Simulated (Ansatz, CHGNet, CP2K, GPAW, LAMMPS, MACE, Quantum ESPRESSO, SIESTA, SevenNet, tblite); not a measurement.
# Running amorphous Si (114 atoms) with CP2K

Aim: run amorphous Si (114 atoms) in CP2K and see how near its forces come to a plane-wave reference, and at what cost.

Method: the method is named at each step, in CP2K 2026.2.

**1. Set-up**

The cell holds 114 atoms: 114 Si. Its edges and angles: a = 13.280 Å, b = 13.280 Å, c = 13.280 Å, α = 90.0°, β = 90.0°, γ = 90.0°. 114 atoms (114 Si) placed at random at 2.27 g/cm³, melted at 3500 K for 10 ps at fixed volume with the Tersoff potential (Tersoff, Phys. Rev. B 39, 5566 (1989)). Quenched from 3500 K to 700 K at 10 K/ps and fixed volume, annealed at 1200 K for 20 ps, held 5 ps.

The yardstick, on the same geometry:

| Quantity | Value |
| --- | --- |
| method | Kohn-Sham DFT, PBE, PAW, plane waves (Ansatz 0.2.0); cutoff 420 eV, Γ point, fermi-dirac smearing of 0.05 eV; PAW set soft_2 |
| r.m.s. force component | 0.8109 eV/Å |
| longest force | 3.958 eV/Å |
| pressure | 0.7867 GPa |
| SCF cycles | 10 |
| time | 14 s on 8 threads of Arm Neoverse V2, shared host |
| CPU time | 1.7 min |

**2. PBE, DZVP-UZH, 350/50 Ry, diagonalisation**

Method: Kohn-Sham DFT, PBE, GTH-PBE pseudopotentials, Gaussian and plane waves, DZVP-MOLOPT (UZH set), diagonalisation.

input.inp reads:

```
&GLOBAL
  PROJECT cell
  RUN_TYPE ENERGY_FORCE
  PRINT_LEVEL LOW
&END GLOBAL
&FORCE_EVAL
  METHOD QS
  STRESS_TENSOR ANALYTICAL
  &DFT
    BASIS_SET_FILE_NAME BASIS_MOLOPT_UZH
    POTENTIAL_FILE_NAME POTENTIAL_UZH
    &MGRID
      CUTOFF 350
      REL_CUTOFF 50
    &END MGRID
    &QS
      EPS_DEFAULT 1.0E-12
    &END QS
    &SCF
      SCF_GUESS ATOMIC
      EPS_SCF 1.0E-06
      MAX_SCF 200
      ADDED_MOS 51
      &DIAGONALIZATION
        ALGORITHM STANDARD
      &END DIAGONALIZATION
      &SMEAR ON
        METHOD FERMI_DIRAC
        ELECTRONIC_TEMPERATURE [K] 580
      &END SMEAR
      &MIXING
        METHOD BROYDEN_MIXING
        ALPHA 0.15
        NBROYDEN 8
      &END MIXING
      &PRINT
        &RESTART OFF
        &END RESTART
      &END PRINT
    &END SCF
    &XC
      &XC_FUNCTIONAL PBE
      &END XC_FUNCTIONAL
    &END XC
    &PRINT
      &MULLIKEN ON
      &END MULLIKEN
      &LOWDIN ON
      &END LOWDIN
      &MO ON
        EIGENVALUES T
        OCCUPATION_NUMBERS T
        MO_INDEX_RANGE 217 240
        &EACH
          QS_SCF 0
        &END EACH
        ADD_LAST NUMERIC
      &END MO
    &END PRINT
  &END DFT
  &SUBSYS
    &CELL
      A 13.28010 0.00000 0.00000
      B 0.00000 13.28010 0.00000
      C 0.00000 0.00000 13.28010
    &END CELL
    &COORD
      Si 3.62162 6.04603 7.11481
      Si 8.72011 10.94333 11.13417
      Si 3.72427 3.78084 7.24151
      Si 9.09687 4.90022 10.47309
      Si 4.16836 6.47086 3.45787
      Si 4.06437 1.77927 0.64422
      Si 7.26860 7.28188 5.69982
      Si 10.72408 0.12762 5.57924
      Si 4.43024 8.11892 1.76400
      Si 3.62932 0.08061 5.65626
      Si 4.62519 12.02872 2.49892
      Si 11.26179 4.52772 7.51468
      Si 9.02808 7.86262 9.20112
      Si 1.28272 5.67379 7.35372
      Si 0.83744 7.26740 9.10670
      Si 12.23403 1.65311 4.52559
      Si 11.48476 8.33419 12.12473
      Si 2.76107 2.27037 5.58574
      Si 9.23711 9.68624 7.71786
      Si 4.76025 7.32225 5.47299
      Si 6.00287 3.12999 6.96701
      Si 11.31212 8.26500 1.12323
      Si 8.48479 5.61589 4.47978
      Si 0.61606 1.01633 0.82111
      Si 9.51506 9.82674 4.14658
      Si 7.32451 6.65599 7.82981
      Si 11.80667 9.99739 7.43739
      Si 7.50445 9.75742 0.83598
      Si 5.99836 0.51992 3.25057
      Si 2.33398 8.48917 0.76507
      Si 12.21450 1.35138 12.60242
      Si 3.05256 2.99148 9.27296
      Si 8.75105 6.06569 2.06638
      Si 2.06745 2.82587 1.09242
      Si 9.24521 1.41486 9.87880
      Si 10.77428 13.18435 0.01859
      Si 0.81234 12.35647 4.44326
      Si 6.03979 10.44958 4.97366
      Si 3.40913 10.26950 7.89382
      Si 6.77272 0.85789 7.18892
      Si 5.98654 12.83389 5.51748
      Si 11.37321 12.27812 2.07927
      Si 0.70185 10.23391 0.52802
      Si 13.27598 10.14879 4.50740
      Si 0.91912 9.40098 8.16487
      Si 9.78225 12.33482 3.67527
      Si 5.32559 0.41460 10.79473
      Si 8.74800 2.29626 4.20674
      Si 5.06503 9.79925 11.06684
      Si 1.44434 8.94999 5.73740
      Si 5.10487 6.98653 8.77084
      Si 0.98937 6.75399 5.23595
      Si 13.23070 3.74565 7.69024
      Si 3.80063 9.61612 5.54989
      Si 9.32834 3.00688 11.63350
      Si 3.40010 0.63107 9.41360
[... 54 atom lines left out ...]
      Si 11.37454 3.54738 12.75673
      Si 8.48346 0.54913 0.46680
      Si 8.30750 0.50212 2.81419
      Si 2.92614 12.51464 7.61693
    &END COORD
    &KIND Si
      BASIS_SET DZVP-MOLOPT-PBE-GTH-q4
      POTENTIAL GTH-PBE-q4
    &END KIND
  &END SUBSYS
  &PRINT
    &FORCES ON
    &END FORCES
    &STRESS_TENSOR ON
    &END STRESS_TENSOR
  &END PRINT
&END FORCE_EVAL
```

Command:

```console
$ OMP_NUM_THREADS=1 mpirun -np 4 cp2k.psmp -i input.inp > output.txt
```

Numbers of over 12 decimals in the logs are rounded to 6 here.

Output:

```text
CP2K| version string:                                       CP2K version 2026.2
 CP2K| Input file name                                                 input.inp
 GLOBAL| Basis set file name                                    BASIS_MOLOPT_UZH
 GLOBAL| Potential file name                                       POTENTIAL_UZH
 GLOBAL| Run type                                                   ENERGY_FORCE
 GLOBAL| Total number of message passing processes                             4
 GLOBAL| Number of threads for this process                                    1
 TOTAL NUMBERS AND MAXIMUM NUMBERS
  Total number of            - Atomic kinds:                                   1
                             - Atoms:                                        114
                             - Shell sets:                                   114
                             - Shells:                                       570
                             - Primitive Cartesian functions:                456
                             - Cartesian basis functions:                   1596
                             - Spherical basis functions:                   1482
  Maximum angular momentum of- Orbital basis functions:                        2
                             - Local part of the GTH pseudopotential:          0
                             - Non-local part of the GTH pseudopotential:      2
 SCF PARAMETERS         Density guess:                                    ATOMIC
                        max_scf:                                             200
                        eps_scf:                                        1.00E-06
                        added MOs                                        51    0
                        Mixing method:                            BROYDEN_MIXING
                                                charge density mixing in g-space
                        Smear method:                                FERMI_DIRAC
                        Electronic temperature [K]:                        580.0
                        Electronic temperature [a.u.]:                  1.84E-03
                        Accuracy threshold:                             1.00E-10
 Extrapolation method: initial_guess
 Number of electrons:                                                        456
 Number of occupied orbitals:                                                228
 Number of molecular orbitals:                                               279
 Number of orbital functions:                                               1482
 Number of independent orbital functions:                                   1482
 SCF WAVEFUNCTION OPTIMIZATION
  Step     Update method      Time    Convergence         Total energy    Change
     1 NoMix/Diag. 0.15E+00    5.0     0.54835276      -454.5488356834 -4.55E+02
     2 Broy./Diag. 0.15E+00    6.5     0.01468353      -451.1411308025  3.41E+00
     3 Broy./Diag. 0.15E+00    6.5     0.06376166      -447.2061944906  3.93E+00
     4 Broy./Diag. 0.15E+00    6.5     0.03656607      -448.7463766745 -1.54E+00
     5 Broy./Diag. 0.15E+00    6.5     0.01188261      -448.0369314654  7.09E-01
     6 Broy./Diag. 0.15E+00    6.5     0.00720435      -447.7856404442  2.51E-01
     7 Broy./Diag. 0.15E+00    6.5     0.00304168      -447.6285928193  1.57E-01
[...]
17 Broy./Diag. 0.15E+00    6.6     0.00000116      -447.4674777103 -1.24E-04
    18 Broy./Diag. 0.15E+00    6.6     0.00000149      -447.4675524321 -7.47E-05
    19 Broy./Diag. 0.15E+00    6.6     0.00000061      -447.4675644571 -1.20E-05
  *** SCF run converged in    19 steps ***
  Electronic density on regular grids:       -455.9999999999        0.0000000001
  Core density on regular grids:              455.9999999991       -0.0000000009
  Total charge density on r-space grids:       -0.0000000008
  Total charge density g-space grids:          -0.0000000008
  Overlap energy of the core charge distribution:               2.3995e-09
  Self energy of the core charge distribution:              -1169.457322
  Core Hamiltonian energy:                                    247.324384
  Hartree energy:                                             611.451359
  Exchange-correlation energy:                               -136.780546
  Electronic entropic energy:                                  -0.00543948
  Fermi energy:                                                 0.194007
  Total energy:                                              -447.467564
  Total energy (extrapolated to T->0):                       -447.464845
 MO| EIGENVALUES AND OCCUPATION NUMBERS
 MO|
 MO|  Index      Eigenvalue [a.u.]        Eigenvalue [eV]             Occupation
 MO|    217               0.157589               4.288208               2.000000
 MO|    218               0.161037               4.382049               2.000000
 MO|    219               0.162673               4.426566               2.000000
 MO|    220               0.163443               4.447517               2.000000
 MO|    221               0.167292               4.552255               1.999999
 MO|    222               0.169203               4.604246               1.999997
[...]
MO|    238               0.228806               6.226126               0.000000
 MO|    239               0.231110               6.288810               0.000000
 MO|    240               0.233442               6.352285               0.000000
 MO| Sum:                                                             456.000000
 MO| E(Fermi):            0.194007 a.u.          5.279191 eV
 !-----------------------------------------------------------------------------!
                     Mulliken Population Analysis
 #  Atom  Element  Kind  Atomic population                           Net charge
       1     Si       1          4.003612                             -0.003612
       2     Si       1          4.001361                             -0.001361
       3     Si       1          4.015096                             -0.015096
       4     Si       1          3.986288                              0.013712
       5     Si       1          3.976310                              0.023690
       6     Si       1          3.988860                              0.011140
[...]
# Total charge                            456.000000                  0.000000
 !-----------------------------------------------------------------------------!
 LOWDIN POPULATION ANALYSIS
 #  Atom  Element  Kind  Atomic population                           Net charge
[...]
112     Si       1          4.011807                             -0.011807
     113     Si       1          4.041912                             -0.041912
     114     Si       1          4.036463                             -0.036463
 # Total charge                            456.000000                  0.000000
 ENERGY| Total FORCE_EVAL ( QS ) energy [hartree]           -447.467552
 FORCES| Atomic forces [hartree/bohr]
 FORCES|   Atom     x               y               z               |f|
 FORCES|      1  4.50829873E-03  7.59433797E-03 -2.25114752E-04   8.83455734E-03
 FORCES|      2 -1.12554486E-02 -1.22679356E-02  8.75498957E-03   1.88105611E-02
 FORCES|      3  1.68364322E-02 -1.64905075E-02 -2.24523409E-02   3.25501136E-02
 FORCES|      4  8.66018303E-03  9.51624685E-03 -2.15397057E-02   2.50901703E-02
 FORCES|      5  2.12231461E-02 -1.25091790E-02 -1.41488777E-02   2.84093687E-02
 FORCES|      6 -5.06884176E-04 -1.92363675E-02 -4.81296303E-03   1.98358105E-02
[...]
FORCES|    112  7.93281288E-03  2.67960765E-02  1.28393562E-02   3.07539966E-02
 FORCES|    113 -2.22786939E-02  8.91893552E-03 -1.53662609E-02   2.84957819E-02
 FORCES|    114 -7.51004929E-04  2.97030241E-03  1.13219208E-02   1.17291344E-02
 FORCES| Sum    -2.38856185E-07 -1.50048815E-07 -3.26331166E-07
 FORCES| Total atomic force                                       4.31345516E-07
 STRESS| Analytical stress tensor [bar]
 STRESS|                        x                   y                   z
 STRESS|      x        1.15506298506E+04   6.31804451368E+03  -3.57719569031E+03
 STRESS|      y        6.31804451368E+03  -3.19953571555E+03  -1.00043836063E+04
 STRESS|      z       -3.57719569031E+03  -1.00043836063E+04   7.65609836699E+03
 STRESS| 1/3 Trace                                             5.33573083402E+03
```

Elapsed: 2.4 min, on 4 MPI ranks of Arm Neoverse V2, shared host; peak memory 4 GiB.

Banners, paths, timers and routine set-up lines are dropped from the logs unmarked, and long logs keep their key lines alone; longer cuts are marked.

Compared with the plane-wave run:

* r.m.s. force component: 0.8192 eV/Å
* r.m.s. difference of force components: 37.59 meV/Å
* longest difference of force vectors: 129.1 meV/Å
* force difference over r.m.s. force: 4.636 %
* slope of forces against the reference's: 1.009
* correlation of force components: 0.999
* pressure: 0.5336 GPa
* pressure difference: -0.2531 GPa

The surroundings of Si61, which has 5 bonded neighbours where the commonest count for Si is 4, nearest first, numbered as they follow in the input and with coordinates relative to it.

```
 atom      x      y      z  distance (Å)  bonds  Mulliken charge (e)     Fx     Fy  Fz (eV/Å)
 Si61   0.00   0.00   0.00          0.00      5                -0.02  -0.93  -0.21       0.98
  Si4   1.27  -1.39  -1.25          2.26      4                 0.01   0.45   0.49      -1.11
 Si73  -1.75  -1.05  -1.47          2.51      4                 0.04   1.40   1.09      -0.45
 Si85  -1.17   2.21   0.58          2.57      5                -0.01  -0.41  -0.44       0.35
Si103   1.32   2.26  -0.28          2.64      5                -0.04  -0.08   0.00      -0.19
 Si91  -0.76  -1.11   2.39          2.75      5                -0.03  -0.98  -0.71      -0.29
 Si70  -2.50   0.46   1.76          3.09      4                 0.03   0.61  -0.37      -0.82
 Si13   1.20   1.57  -2.52          3.21      4                 0.00   0.02  -0.77      -1.19
 Si55   1.50  -3.29  -0.09          3.61      4                -0.02  -0.59  -0.57       1.04
```

Forces lie 4.6 % from the reference's, at 5.6 times its CPU time (on 4 against 8 cores).

**3. GFN1-xTB, diagonalisation**

Method: GFN1-xTB tight binding (the program's own implementation), diagonalisation.

input.inp reads:

```
&GLOBAL
  PROJECT cell
  RUN_TYPE ENERGY_FORCE
  PRINT_LEVEL LOW
&END GLOBAL
&FORCE_EVAL
  METHOD QS
  STRESS_TENSOR ANALYTICAL
  &DFT
    &QS
      METHOD XTB
      &XTB
        GFN_TYPE 1
        DO_EWALD T
        CHECK_ATOMIC_CHARGES F
      &END XTB
    &END QS
    &SCF
      SCF_GUESS ATOMIC
      EPS_SCF 1.0E-06
      MAX_SCF 200
      ADDED_MOS 85
      &DIAGONALIZATION
        ALGORITHM STANDARD
      &END DIAGONALIZATION
      &SMEAR ON
        METHOD FERMI_DIRAC
        ELECTRONIC_TEMPERATURE [K] 580
      &END SMEAR
      &MIXING
        METHOD BROYDEN_MIXING
        ALPHA 0.15
        NBROYDEN 8
      &END MIXING
      &PRINT
        &RESTART OFF
        &END RESTART
      &END PRINT
    &END SCF
    &PRINT
      &MULLIKEN ON
      &END MULLIKEN
    &END PRINT
  &END DFT
  &SUBSYS
    &CELL
      A 13.28010 0.00000 0.00000
      B 0.00000 13.28010 0.00000
      C 0.00000 0.00000 13.28010
    &END CELL
    &COORD
[... 114 atom lines left out: the same atoms as in the first run ...]
    &END COORD
  &END SUBSYS
  &PRINT
    &FORCES ON
    &END FORCES
    &STRESS_TENSOR ON
    &END STRESS_TENSOR
  &END PRINT
&END FORCE_EVAL
```

Command:

```console
$ OMP_NUM_THREADS=1 cp2k.psmp -i input.inp > output.txt
```

Output:

```text
CP2K| version string:                                       CP2K version 2026.2
 CP2K| Input file name                                                 input.inp
 GLOBAL| Basis set file name                                           BASIS_SET
 GLOBAL| Potential file name                                           POTENTIAL
 GLOBAL| Run type                                                   ENERGY_FORCE
 GLOBAL| Total number of message passing processes                             1
 GLOBAL| Number of threads for this process                                    1
                  #####   #####        #          ####### ######
                 #     # #     #      #              #    #     #
                 #     # #           #    ##   ##    #    #     #
[... lines left out ...]
                        Smear method:                                FERMI_DIRAC
[... lines left out ...]
 Number of electrons:                                                        456
[... lines left out ...]
  Step     Update method      Time    Convergence         Total energy    Change
[... lines left out ...]
  *** SCF run converged in   108 steps ***
[... lines left out ...]
  Fermi energy:                                                -0.450306
  Total energy:                                              -208.808717
  Total energy (extrapolated to T->0):                       -208.806616
 MULLIKEN POPULATION ANALYSIS
  # Atom   Element   Kind        Atomic population                    Net charge
       1     Si         1                 4.016482                     -0.016482
       2     Si         1                 4.010214                     -0.010214
       3     Si         1                 3.983522                      0.016478
[...]
113     Si         1                 4.035416                     -0.035416
     114     Si         1                 4.017310                     -0.017310
 # Total charge                         456.000000                      0.000000
 ENERGY| Total FORCE_EVAL ( QS ) energy [hartree]           -208.808717
 FORCES| Atomic forces [hartree/bohr]
 FORCES|   Atom     x               y               z               |f|
 FORCES|      1  1.04326206E-02  1.31791752E-02 -2.14689953E-03   1.69451884E-02
 FORCES|      2 -8.45702595E-03 -1.30165043E-02  8.57772658E-03   1.77349391E-02
 FORCES|      3  1.77533551E-02 -2.27273759E-02 -2.92178340E-02   4.10535876E-02
[...]
FORCES|    113 -2.70321870E-02  1.10638021E-02 -1.94301087E-02   3.50809916E-02
 FORCES|    114 -4.59540338E-04 -1.59919865E-03  2.54835558E-02   2.55378196E-02
 FORCES| Sum     1.20931910E-14 -1.01262315E-14  1.01377240E-14
 FORCES| Total atomic force                                       1.87499141E-14
 STRESS| Analytical stress tensor [bar]
 STRESS|                        x                   y                   z
 STRESS|      x        7.76798599950E+04   5.86931800632E+03  -4.51155180770E+03
 STRESS|      y        5.86931800632E+03   5.85150345091E+04  -1.10371714306E+04
 STRESS|      z       -4.51155180770E+03  -1.10371714306E+04   7.17881153781E+04
 STRESS| 1/3 Trace                                             6.93276699607E+04
```

It took 56 s on 1 thread; peak memory 0.34 GiB.

Numbers from this run, and their distance from the reference:

| Quantity | Value |
| --- | --- |
| r.m.s. force component | 0.9755 eV/Å |
| r.m.s. difference of force components | 239.8 meV/Å |
| longest difference of force vectors | 1180 meV/Å |
| force difference over r.m.s. force | 29.57 % |
| slope of forces against the reference's | 1.18 |
| correlation of force components | 0.9808 |
| pressure | 6.933 GPa |
| pressure difference | 6.146 GPa |

Against the first run (4.6 %), the force difference from the reference is 30 %, at 0.097 times the CPU time (on 1 against 4 cores) (108 SCF steps against 19); the model has changed, so this is no error of the program alone.

[end of part 1 of 3]

[Also dropped from logs without a mark: logging warnings of Python, and SIESTA's first energy breakdown and zero terms.]

[Logs are printed without paths, hosts, clocks, repeated set-up lines and the standing remarks that a program may print on its own settings, such as how far it seeks lower states.]

[Hosts, paths, dates, database ids (printed as entryN), source tags and the programs' standing remarks are cut or masked in the printed files.]
